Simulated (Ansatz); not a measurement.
# Cs on Ru(0001): change of the work function

How does one ordered layer of Cs (fcc site) change the work function of Ru(0001), and what dipole does each adsorbate carry?

Method: plane-wave DFT, PBE, Ansatz PAW, in Ansatz 0.2.0.

**1. The starting structure**

The cell holds 4 atoms: 4 Ru. Cell: a = 2.700 Å, b = 2.700 Å, c = 24.415 Å, α = 90.0°, β = 90.0°, γ = 60.0°. Vacuum lies along c.

As a file:

```cif
data_structure
_symmetry_space_group_name_H-M 'P 1'
_symmetry_Int_Tables_number 1
_cell_length_a 2.7000
_cell_length_b 2.7000
_cell_length_c 24.4152
_cell_angle_alpha 90.000
_cell_angle_beta 90.000
_cell_angle_gamma 60.000
_cell_volume 154.14
loop_
_atom_site_label
_atom_site_type_symbol
_atom_site_fract_x
_atom_site_fract_y
_atom_site_fract_z
_atom_site_occupancy
Ru1 Ru 0.66667 0.66667 0.36862 1
Ru2 Ru 0.00000 0.00000 0.45621 1
Ru3 Ru 0.66667 0.66667 0.54379 1
Ru4 Ru 0.00000 0.00000 0.63138 1
```

**2. The clean slab**

The bare slab comes first, as the zero from which every change is counted. The two lowest layers are held at bulk places and the upper ones relax. The dipole correction removes the false field that a one-sided slab makes across the periodic vacuum, so each face gets a flat vacuum level of its own.

Input file input.yaml:

```yaml
crystal:
  lattice:
    - [2.7, 0.0, 0.0]
    - [1.35, 2.3382685902, 0.0]
    - [0.0, 0.0, 24.4152]
  atoms:
    - { symbol: Ru, position: [0.6666666667, 0.6666666667, 0.3686228251] }
    - { symbol: Ru, position: [0.0, 0.0, 0.4562076084] }
    - { symbol: Ru, position: [0.6666666667, 0.6666666667, 0.5437923916] }
    - { symbol: Ru, position: [0.0, 0.0, 0.6313771749] }
kpoints:
  mp_grid: { grid: [12, 12, 1] }
hamiltonian:
  xc: pbe
scf:
  occupations: { method: fermi_dirac, width: 0.1 }
  convergence: { dr2_threshold: 1.0e-08 }
efield:
  axis: 3
  dipole_correction: true
  ramp_position: 0.97
  ramp_width: 0.06
relax:
  f_tol: 0.02
  max_steps: 60
  constraints: [{ sites: [0, 1] }]
output:
  write_potential: true
  write_density: true
  volumetric_format: npy
```

Run with:

```
ansatz run input.yaml --threads 4 --pin off --max-ram 6144MiB --backend cpu --events-out ev --progress --plain --runs-dir out
```

The log of the run:

```text
Engine: ansatz 0.2.0, aarch64-unknown-linux-gnu
Pseudopotentials: kind: paw
Pseudopotential: Ru, paw, valence charge 16, recommended cutoff 420 eV (normal), Ru.paw.azcp
Functional definition: PBE
  parameter kappa = 0.804
  parameter beta = 0.066725
  exchange = pbe_x(kappa = kappa, mu = beta*pi^2/3)
  correlation = pbe_c(beta = beta)
Crystal: 4 atoms, lattice volume = 154.141 Å³
Basis set: ecut = 420 eV, 3063 PW (Γ), exchange–correlation on 40×40×360 points (8 copies of the dense FFT grid, shifted against one another)
Bands: 39, of which v1, the nominal top of the filled ones, is band 32 counted from 1 (31 counted from 0)
Symmetry: 6 space group operations
k-points: 19 of 144 (time reversal used)
Non-local potential: Ru, projectors of the file, l = 0: 3, l = 1: 2, l = 2: 2, l = 3: 1
PAW form: soft (Blöchl's): semilocal exchange-correlation on the pseudo side does not see the compensation charge
PAW one-centre angular grid: Ru, 590 points (default); XC on 64 Gauss nodes
Initial density: superposition of atomic densities (neutral atoms: chi_scale 0, normalization atom), corrected by the library's trained network
Initial wavefunctions: pseudopotential atomic-orbital guess
Functional: x = pbe(κ = 0.804, μ = 0.219515), c = pbe(β = 0.066725)
SCF iter   1: F=—  HF=-23512.726011 eV  |F-HF|=—  |Δ(HF+E_count)|=         —  Δρ=8.02e-3  dr2=4.20e-1  ethr=1.77e-3  p=0.000 e·Å  D=2.55e-14 V/Å  ΔV_dip=-0.00 eV  dr2_dipole=4.18e-8  V_vac-E_F(+/−)=4.75/4.75 eV  ⟨swp⟩=7.4  Hψ=3258  notcnv=0
efield: sawtooth ramp at fractional position 0.9700 (set: `efield.ramp_position`, or a place that a band, a saddle search or an elastic batch's reference lends), width 0.0600; the density the first Hamiltonian is built on has a dipole p = 0.000 e·Å; the dipole correction subtracts the counter field D = 2.55e-14 V/Å, which shifts the + side's vacuum level by -0.00 eV against the − side's; the planar-averaged density in the ramp window peaks in size at 5.1e-6 e/Å³
preconditioner: auto → LDOS  [metal: Δε(μ)=0.040 eV  Ē_g=4.722 eV  σ=0.100 eV  W_gap=0.10  n_scr=18 (ndim 8)  ℏωp=16.9 eV  f_vac=0.584  D(μ)=4.50/eV (n_scr^D=16)  β→1.0]
SCF iter   2: F=—  HF=-23512.720745 eV  |F-HF|=—  |Δ(HF+E_count)|=   5.27e-3  Δρ=3.31e-3  dr2=3.80e-2  ethr=6.57e-4  p=-0.000 e·Å  D=-1.91e-5 V/Å  ΔV_dip=0.00 eV  dr2_dipole=4.73e-7  V_vac-E_F(+/−)=5.00/5.00 eV  ⟨swp⟩=1.5  Hψ=919  notcnv=0
SCF iter   3: F=—  HF=-23512.717885 eV  |F-HF|=—  |Δ(HF+E_count)|=   2.86e-3  Δρ=6.79e-4  dr2=8.55e-4  ethr=5.94e-5  p=-0.000 e·Å  D=-7.45e-6 V/Å  ΔV_dip=0.00 eV  dr2_dipole=3.12e-7  V_vac-E_F(+/−)=5.05/5.05 eV  ⟨swp⟩=2.0  Hψ=932  notcnv=0
SCF iter   4: F=—  HF=-23512.717813 eV  |F-HF|=—  |Δ(HF+E_count)|=   7.21e-5  Δρ=1.58e-4  dr2=1.09e-4  ethr=1.34e-6  p=-0.000 e·Å  D=-6.72e-6 V/Å  ΔV_dip=0.00 eV  dr2_dipole=3.71e-8  V_vac-E_F(+/−)=5.07/5.07 eV  ⟨swp⟩=2.1  Hψ=1171  notcnv=0
SCF iter   5: F=—  HF=-23512.717803 eV  |F-HF|=—  |Δ(HF+E_count)|=   9.85e-6  Δρ=5.25e-5  dr2=8.28e-6  ethr=1.71e-7  p=0.000 e·Å  D=1.09e-6 V/Å  ΔV_dip=-0.00 eV  dr2_dipole=6.66e-10  V_vac-E_F(+/−)=5.08/5.08 eV  ⟨swp⟩=2.2  Hψ=1114  notcnv=0
SCF iter   6: F=—  HF=-23512.717808 eV  |F-HF|=—  |Δ(HF+E_count)|=   4.23e-6  Δρ=2.85e-5  dr2=1.76e-6  ethr=1.29e-8  p=-0.000 e·Å  D=-2.99e-6 V/Å  ΔV_dip=0.00 eV  dr2_dipole=8.90e-12  V_vac-E_F(+/−)=5.09/5.09 eV  ⟨swp⟩=3.0  Hψ=1434  notcnv=0
SCF iter   7: F=—  HF=-23512.717807 eV  |F-HF|=—  |Δ(HF+E_count)|=   1.27e-7  Δρ=8.99e-6  dr2=2.28e-7  ethr=2.75e-9  p=0.000 e·Å  D=5.73e-8 V/Å  ΔV_dip=-0.00 eV  dr2_dipole=4.93e-11  V_vac-E_F(+/−)=5.09/5.09 eV  ⟨swp⟩=2.5  Hψ=1219  notcnv=0
SCF iter   8: F=—  HF=-23512.717808 eV  |F-HF|=—  |Δ(HF+E_count)|=   1.93e-7  Δρ=3.54e-6  dr2=2.80e-8  ethr=3.56e-10  p=-0.000 e·Å  D=-1.02e-7 V/Å  ΔV_dip=0.00 eV  dr2_dipole=5.43e-13  V_vac-E_F(+/−)=5.09/5.09 eV  ⟨swp⟩=2.8  Hψ=1346  notcnv=0
SCF iter   9: F=-23512.717808 eV  HF=-23512.717808 eV  |F-HF|=1.72e-9  |Δ(HF+E_count)|=   2.23e-8  Δρ=1.12e-6  dr2=1.92e-9  ethr=1.56e-11  p=-0.000 e·Å  D=-1.43e-7 V/Å  ΔV_dip=0.00 eV  dr2_dipole=1.39e-13  V_vac-E_F(+/−)=5.09/5.09 eV  ⟨swp⟩=10.6  Hψ=5495  notcnv=0
SCF 1 converged in 9 iterations: F = -23512.717808 eV  dr2 = 1.92e-9
  greatest PAW one-centre occupation: 0.998 electrons in one spin orbital (limit 2), on the Ru atom at site 3 (counted from 0), in its partial waves of l = 0
relax step   1: F+E_penalty+E_count = -23512.71780769 eV  Δ(F+E_penalty+E_count) = +0.000e0 eV  max|allowed force component| = 5.365e-1 eV/Å  Δτ_max = 0.0000 Å  (9 SCF iters, accepted)
Initial density: handed on by an earlier stage of this run
Initial wavefunctions: those handed on with the density
iter 1 solved again at ethr=2.79e-4 eV; its pass at ethr=3.10e-3 eV (dr2=1.79e-1 eV) is discarded
SCF iter   1: F=—  HF=-23512.732679 eV  |F-HF|=—  |Δ(HF+E_count)|=         —  Δρ=4.18e-3  dr2=1.61e-1  ethr=2.79e-4  p=-0.000 e·Å  D=-3.35e-8 V/Å  ΔV_dip=0.00 eV  dr2_dipole=5.05e-2  V_vac-E_F(+/−)=5.08/5.08 eV  ⟨swp⟩=1.4  Hψ=2246  notcnv=0
efield: sawtooth ramp at fractional position 0.9700 (set: `efield.ramp_position`, or a place that a band, a saddle search or an elastic batch's reference lends), width 0.0600; the density the first Hamiltonian is built on has a dipole p = -0.000 e·Å; the dipole correction subtracts the counter field D = -3.35e-8 V/Å, which shifts the + side's vacuum level by +0.00 eV against the − side's; the planar-averaged density in the ramp window peaks in size at 1.2e-6 e/Å³
preconditioner: auto → LDOS  [metal: Δε(μ)=0.011 eV  Ē_g=4.777 eV  σ=0.100 eV  W_gap=0.03  n_scr=18 (ndim 8)  ℏωp=16.9 eV  f_vac=0.589  D(μ)=4.80/eV (n_scr^D=18)  β→1.0]
SCF iter   2: F=—  HF=-23512.729630 eV  |F-HF|=—  |Δ(HF+E_count)|=   3.05e-3  Δρ=1.47e-3  dr2=8.73e-3  ethr=2.51e-4  p=0.001 e·Å  D=1.54e-3 V/Å  ΔV_dip=-0.04 eV  dr2_dipole=1.08e-3  V_vac-E_F(+/−)=5.04/5.07 eV  ⟨swp⟩=1.8  Hψ=865  notcnv=0
SCF iter   3: F=—  HF=-23512.729683 eV  |F-HF|=—  |Δ(HF+E_count)|=   5.31e-5  Δρ=1.46e-3  dr2=8.06e-3  ethr=1.36e-5  p=0.002 e·Å  D=1.78e-3 V/Å  ΔV_dip=-0.04 eV  dr2_dipole=1.74e-4  V_vac-E_F(+/−)=5.04/5.08 eV  ⟨swp⟩=2.9  Hψ=1565  notcnv=0
SCF iter   4: F=—  HF=-23512.727751 eV  |F-HF|=—  |Δ(HF+E_count)|=   1.93e-3  Δρ=1.69e-4  dr2=7.46e-5  ethr=1.26e-5  p=0.001 e·Å  D=1.75e-3 V/Å  ΔV_dip=-0.04 eV  dr2_dipole=2.30e-6  V_vac-E_F(+/−)=5.03/5.07 eV  ⟨swp⟩=2.4  Hψ=1137  notcnv=0
SCF iter   5: F=—  HF=-23512.727758 eV  |F-HF|=—  |Δ(HF+E_count)|=   7.19e-6  Δρ=6.38e-5  dr2=1.06e-5  ethr=1.17e-7  p=0.001 e·Å  D=1.73e-3 V/Å  ΔV_dip=-0.04 eV  dr2_dipole=2.02e-7  V_vac-E_F(+/−)=5.03/5.07 eV  ⟨swp⟩=3.2  Hψ=1576  notcnv=0
SCF iter   6: F=—  HF=-23512.727762 eV  |F-HF|=—  |Δ(HF+E_count)|=   4.09e-6  Δρ=2.64e-5  dr2=1.29e-6  ethr=1.66e-8  p=0.001 e·Å  D=1.75e-3 V/Å  ΔV_dip=-0.04 eV  dr2_dipole=5.98e-9  V_vac-E_F(+/−)=5.03/5.07 eV  ⟨swp⟩=2.3  Hψ=1096  notcnv=0
SCF iter   7: F=—  HF=-23512.727764 eV  |F-HF|=—  |Δ(HF+E_count)|=   1.76e-6  Δρ=6.73e-6  dr2=1.29e-7  ethr=2.01e-9  p=0.002 e·Å  D=1.77e-3 V/Å  ΔV_dip=-0.04 eV  dr2_dipole=1.81e-8  V_vac-E_F(+/−)=5.03/5.07 eV  ⟨swp⟩=3.2  Hψ=1452  notcnv=0
SCF iter   8: F=—  HF=-23512.727764 eV  |F-HF|=—  |Δ(HF+E_count)|=   1.54e-7  Δρ=2.57e-6  dr2=1.73e-8  ethr=2.01e-10  p=0.002 e·Å  D=1.76e-3 V/Å  ΔV_dip=-0.04 eV  dr2_dipole=5.68e-11  V_vac-E_F(+/−)=5.03/5.07 eV  ⟨swp⟩=2.6  Hψ=1285  notcnv=0
SCF iter   9: F=-23512.727764 eV  HF=-23512.727764 eV  |F-HF|=1.10e-8  |Δ(HF+E_count)|=   8.54e-8  Δρ=8.42e-7  dr2=1.46e-9  ethr=1.56e-11  p=0.002 e·Å  D=1.77e-3 V/Å  ΔV_dip=-0.04 eV  dr2_dipole=8.95e-11  V_vac-E_F(+/−)=5.03/5.07 eV  ⟨swp⟩=10.8  Hψ=5449  notcnv=0
SCF 2 converged in 9 iterations: F = -23512.727764 eV  dr2 = 1.46e-9
relax step   2: F+E_penalty+E_count = -23512.72776402 eV  Δ(F+E_penalty+E_count) = -9.956e-3 eV  max|allowed force component| = 2.640e-1 eV/Å  Δτ_max = 0.0631 Å  (9 SCF iters, accepted)
SCF iter   1: F=—  HF=-23512.732129 eV  |F-HF|=—  |Δ(HF+E_count)|=         —  Δρ=2.15e-3  dr2=4.13e-2  ethr=5.39e-4  p=0.002 e·Å  D=1.77e-3 V/Å  ΔV_dip=-0.04 eV  dr2_dipole=1.13e-2  V_vac-E_F(+/−)=5.03/5.08 eV  ⟨swp⟩=2.5  Hψ=1222  notcnv=0
efield: sawtooth ramp at fractional position 0.9700 (set: `efield.ramp_position`, or a place that a band, a saddle search or an elastic batch's reference lends), width 0.0600; the density the first Hamiltonian is built on has a dipole p = 0.002 e·Å; the dipole correction subtracts the counter field D = 1.77e-3 V/Å, which shifts the + side's vacuum level by -0.04 eV against the − side's; the planar-averaged density in the ramp window peaks in size at 1.5e-6 e/Å³
preconditioner: auto → LDOS  [metal: Δε(μ)=0.014 eV  Ē_g=4.748 eV  σ=0.100 eV  W_gap=0.03  n_scr=18 (ndim 8)  ℏωp=16.9 eV  f_vac=0.586  D(μ)=4.73/eV (n_scr^D=18)  β→1.0]
SCF iter   2: F=—  HF=-23512.731432 eV  |F-HF|=—  |Δ(HF+E_count)|=   6.97e-4  Δρ=7.28e-4  dr2=2.45e-3  ethr=6.45e-5  p=0.001 e·Å  D=1.56e-3 V/Å  ΔV_dip=-0.04 eV  dr2_dipole=5.81e-4  V_vac-E_F(+/−)=5.04/5.08 eV  ⟨swp⟩=1.3  Hψ=911  notcnv=0
SCF iter   3: F=—  HF=-23512.731345 eV  |F-HF|=—  |Δ(HF+E_count)|=   8.67e-5  Δρ=6.75e-4  dr2=1.60e-3  ethr=3.83e-6  p=0.001 e·Å  D=1.09e-3 V/Å  ΔV_dip=-0.03 eV  dr2_dipole=1.21e-4  V_vac-E_F(+/−)=5.05/5.07 eV  ⟨swp⟩=3.1  Hψ=1548  notcnv=0
SCF iter   4: F=—  HF=-23512.731023 eV  |F-HF|=—  |Δ(HF+E_count)|=   3.22e-4  Δρ=9.48e-5  dr2=2.67e-5  ethr=2.50e-6  p=0.001 e·Å  D=1.20e-3 V/Å  ΔV_dip=-0.03 eV  dr2_dipole=7.96e-8  V_vac-E_F(+/−)=5.05/5.07 eV  ⟨swp⟩=2.0  Hψ=1076  notcnv=0
SCF iter   5: F=—  HF=-23512.731020 eV  |F-HF|=—  |Δ(HF+E_count)|=   3.15e-6  Δρ=2.91e-5  dr2=1.95e-6  ethr=4.16e-8  p=0.001 e·Å  D=1.21e-3 V/Å  ΔV_dip=-0.03 eV  dr2_dipole=2.55e-7  V_vac-E_F(+/−)=5.04/5.07 eV  ⟨swp⟩=3.1  Hψ=1467  notcnv=0
SCF iter   6: F=—  HF=-23512.731025 eV  |F-HF|=—  |Δ(HF+E_count)|=   5.56e-6  Δρ=1.06e-5  dr2=2.21e-7  ethr=3.05e-9  p=0.001 e·Å  D=1.21e-3 V/Å  ΔV_dip=-0.03 eV  dr2_dipole=2.00e-9  V_vac-E_F(+/−)=5.05/5.07 eV  ⟨swp⟩=2.2  Hψ=1072  notcnv=0
SCF iter   7: F=—  HF=-23512.731026 eV  |F-HF|=—  |Δ(HF+E_count)|=   3.04e-7  Δρ=3.58e-6  dr2=4.53e-8  ethr=3.45e-10  p=0.001 e·Å  D=1.20e-3 V/Å  ΔV_dip=-0.03 eV  dr2_dipole=5.41e-9  V_vac-E_F(+/−)=5.05/5.07 eV  ⟨swp⟩=2.9  Hψ=1345  notcnv=0
SCF iter   8: F=-23512.731026 eV  HF=-23512.731026 eV  |F-HF|=2.10e-8  |Δ(HF+E_count)|=   4.05e-8  Δρ=1.12e-6  dr2=4.90e-9  ethr=1.56e-11  p=0.001 e·Å  D=1.20e-3 V/Å  ΔV_dip=-0.03 eV  dr2_dipole=1.37e-10  V_vac-E_F(+/−)=5.05/5.08 eV  ⟨swp⟩=10.8  Hψ=5670  notcnv=0
SCF 3 converged in 8 iterations: F = -23512.731026 eV  dr2 = 4.90e-9
relax step   3: F+E_penalty+E_count = -23512.73102571 eV  Δ(F+E_penalty+E_count) = -3.262e-3 eV  max|allowed force component| = 1.726e-2 eV/Å  Δτ_max = 0.0292 Å  (8 SCF iters, accepted)
NSCF: frozen V_eff on 19 k-points
the band table was solved once a step of the walk had ended and its energy, with any forces and stress, was formed, with the checks that follow a solve (3206 applications of the Hamiltonian). They found nothing against the state; the energy, forces and stress were not computed again (output.eigenvalues in the input reference)
WARN: The input density's exchange-correlation potential varies sharply where the density is thin. Do not read a vacuum level from v_tot or v_xc, or from such a field of the output density. On a cell that repeats whose density bears no net charge and no dipole along the vacuum's axis use v_es (v_loc + v_h of the components); under efield.dipole_correction with no amplitude use v_es + v_field, which holds any external [...]
SCF converged after 8 iterations
Free energy (F): -23512.731026 eV
Harris-Foulkes:  -23512.731026 eV  (|F-HF|=2.10e-8)
Internal energy: -23512.573717 eV  (E = F + TS)
E sigma→0 (E₀):  -23512.652371 eV
Entropy (-TS):   -0.157309 eV (-39.327 meV/atom)
Fermi energy:    5.070093 eV
Dipole field:    D = 0.001218 V/Å  (p = 0.001037 e·Å, saw-weighted, corrected)
Work function:   Φ+ = 5.0457 eV   Φ− = 5.0754 eV
Levels:          The Fermi level and band energies are counted from a zero that moves with the ramp; work functions are not
--- Per-component energies (eV) ---
  E_band       = -1382.396262
  E_kinetic    = 2053.424208
  E_local      = -108450.119595  (includes V_loc(G=0)·N_el)
  E_nonlocal   = 1374.134444
  E_hartree    = 52740.331225
  E_xc         = -759.224490
  E_vxc        = -952.769082  (∫ρ·V_xc dr)
  E_paw        = -13843.557212  (= ΣΔE_a)
  E_vpaw       = -887.740785  (= ΣTr[D̂ρ^β])
  E_aug_tail   = -0.000773  (compensation charges beyond the density's cutoff)
  E_efield     = 0.000001  (sawtooth field / dipole correction)
  E_vefield    = 0.000284  (∫n·V_field dr)
  E_ewald      = 43372.438475
  E_smearing   = -0.157309  (= −TS)
  E_closure    = -0.000000  (closes the sum)
  Σ components = -23512.731026   (vs F -23512.731026, Δ=0.00e0)
--- Forces (eV/Å), atoms counted from 1 ---
  atom   1  Ru     0.00000000     0.00000000     0.47191104
  atom   2  Ru    -0.00000000     0.00000000    -0.45864800
  atom   3  Ru     0.00000000    -0.00000000    -0.01725942
  atom   4  Ru    -0.00000000     0.00000000     0.00398377
  max |Σ_I F_I| component: 1.26e-5 eV/Å
--- Band table (eV; the first three rows and the last of 19) ---
  k-point 0: bands = [... 28 lower, 3.1032, 3.1032, 3.3035, 4.2564, 4.2564, 5.1708, 5.2356, 5.2356, ... 3 higher]
  k-point 1: bands = [... 28 lower, 3.1352, 3.2707, 3.3655, 4.0857, 4.2001, 4.6895, 4.9614, 5.1771, ... 3 higher]
  k-point 2: bands = [... 28 lower, 3.2004, 3.4733, 3.6256, 3.7607, 4.0789, 4.3168, 4.8058, 5.0858, ... 3 higher]
  k-point 18: bands = [... 28 lower, 3.0217, 3.8651, 4.4540, 5.7029, 5.7380, 5.7613, 6.1990, 6.2368, ... 3 higher]
--- Relaxed structure (3 steps of the walk, 3 accepted, 0 SCFs on fresh bases) ---
  F+E_penalty+E_count = -23512.73102571 eV   max|allowed force component| = 1.726e-2 eV/Å
  atoms:
    - { symbol: Ru, position: [0.666667, 0.666667, 0.3686228251] }
    - { symbol: Ru, position: [0.0, 0.0, 0.456208] }
    - { symbol: Ru, position: [0.666667, 0.666667, 0.544587] }
    - { symbol: Ru, position: [-1.393648e-18, 0, 0.629989] }
```

It took 9 s on 4 threads of Arm Neoverse V2, shared host; peak memory 0.42 GiB; 33 s of CPU time.

In the SCF lines HF is the Harris–Foulkes energy and dr2 the Hartree energy of the density residual, in eV; the loop may stop once dr2 is under the threshold and the program's other checks hold. Hψ counts applications of the Hamiltonian.

Step by step:

```csv
step,energy less that of the first step (eV),largest force component (eV/Å)
1,0.0000,0.5365
2,-0.0100,0.2640
3,-0.0132,0.0173
```

The run keeps the 6 symmetry operations that the program found, so distortions that break them were not tested.

The atoms that moved most (Å):

```csv
atom,dx,dy,dz,length
Ru4,0.000,0.000,-0.034,0.034
Ru3,0.000,0.000,0.019,0.019
```

Read from the output:

- energy at zero smearing: -23512.6524 eV
- work function, upper face: 5.046 eV
- work function, lower face: 5.075 eV
- dipole along the normal: 0.001037 e·Å
- step between the vacuum levels: -0.02973 eV

Running mean over 2.138 Å of the planar mean; the ramp of the sawtooth is left out. The electron's electrostatic potential energy less the Fermi level by z:

z (Å), electron's electrostatic potential energy less the Fermi level (eV) and a bar from the least value:
```
      3.0        5.1 ##############################
      3.5        5.1 ##############################
      4.0        5.1 ##############################
      4.5        5.1 ##############################
      5.0        5.1 ##############################
      5.5        5.0 ##############################
      6.0        5.0 ##############################
      6.5        4.8 ##############################
      7.0        3.9 ############################
      7.5        0.7 ########################
      8.0       -6.3 #############
      8.5      -12.3 #####
      9.0      -14.2 ##
      9.5      -14.5 #
     10.0      -14.6 #
     10.5      -14.7 #
     11.0      -14.8 #
     11.5      -14.8 #
     12.0      -14.6 #
     12.5      -14.7 #
     13.0      -14.9 #
     13.5      -15.0 #
     14.0      -15.4 
     14.5      -15.4 
     15.0      -14.8 #
     15.5      -14.1 ##
     16.0      -11.4 ######
     16.5       -4.5 ################
     17.0        1.8 #########################
     17.5        4.2 #############################
     18.0        4.8 ##############################
     18.5        5.0 ##############################
     19.0        5.0 ##############################
     19.5        5.0 ##############################
     20.0        5.0 ##############################
     20.5        5.0 ##############################
     21.0        5.0 ##############################
```

The relaxation took 3 steps and lowered the energy by 0.013 eV; the largest force on the free atoms ends at 0.017 eV/Å.

The work function of the upper face is 5.05 eV.

[end of part 1 of 2]

[Long decimals in the printed logs are rounded to 6 places.]

[Logs are printed without paths, hosts, clocks, repeated set-up lines and the standing remarks that a program may print on its own settings, such as how far it seeks lower states.]

[Hosts, paths, dates, database ids (printed as entryN), source tags and the programs' standing remarks are cut or masked in the printed files.]

[Maps of the electrostatic potential energy from Ansatz leave out the sawtooth potential of an applied field or a dipole correction, so their vacuum need not be flat; planar profiles and work functions include it.]
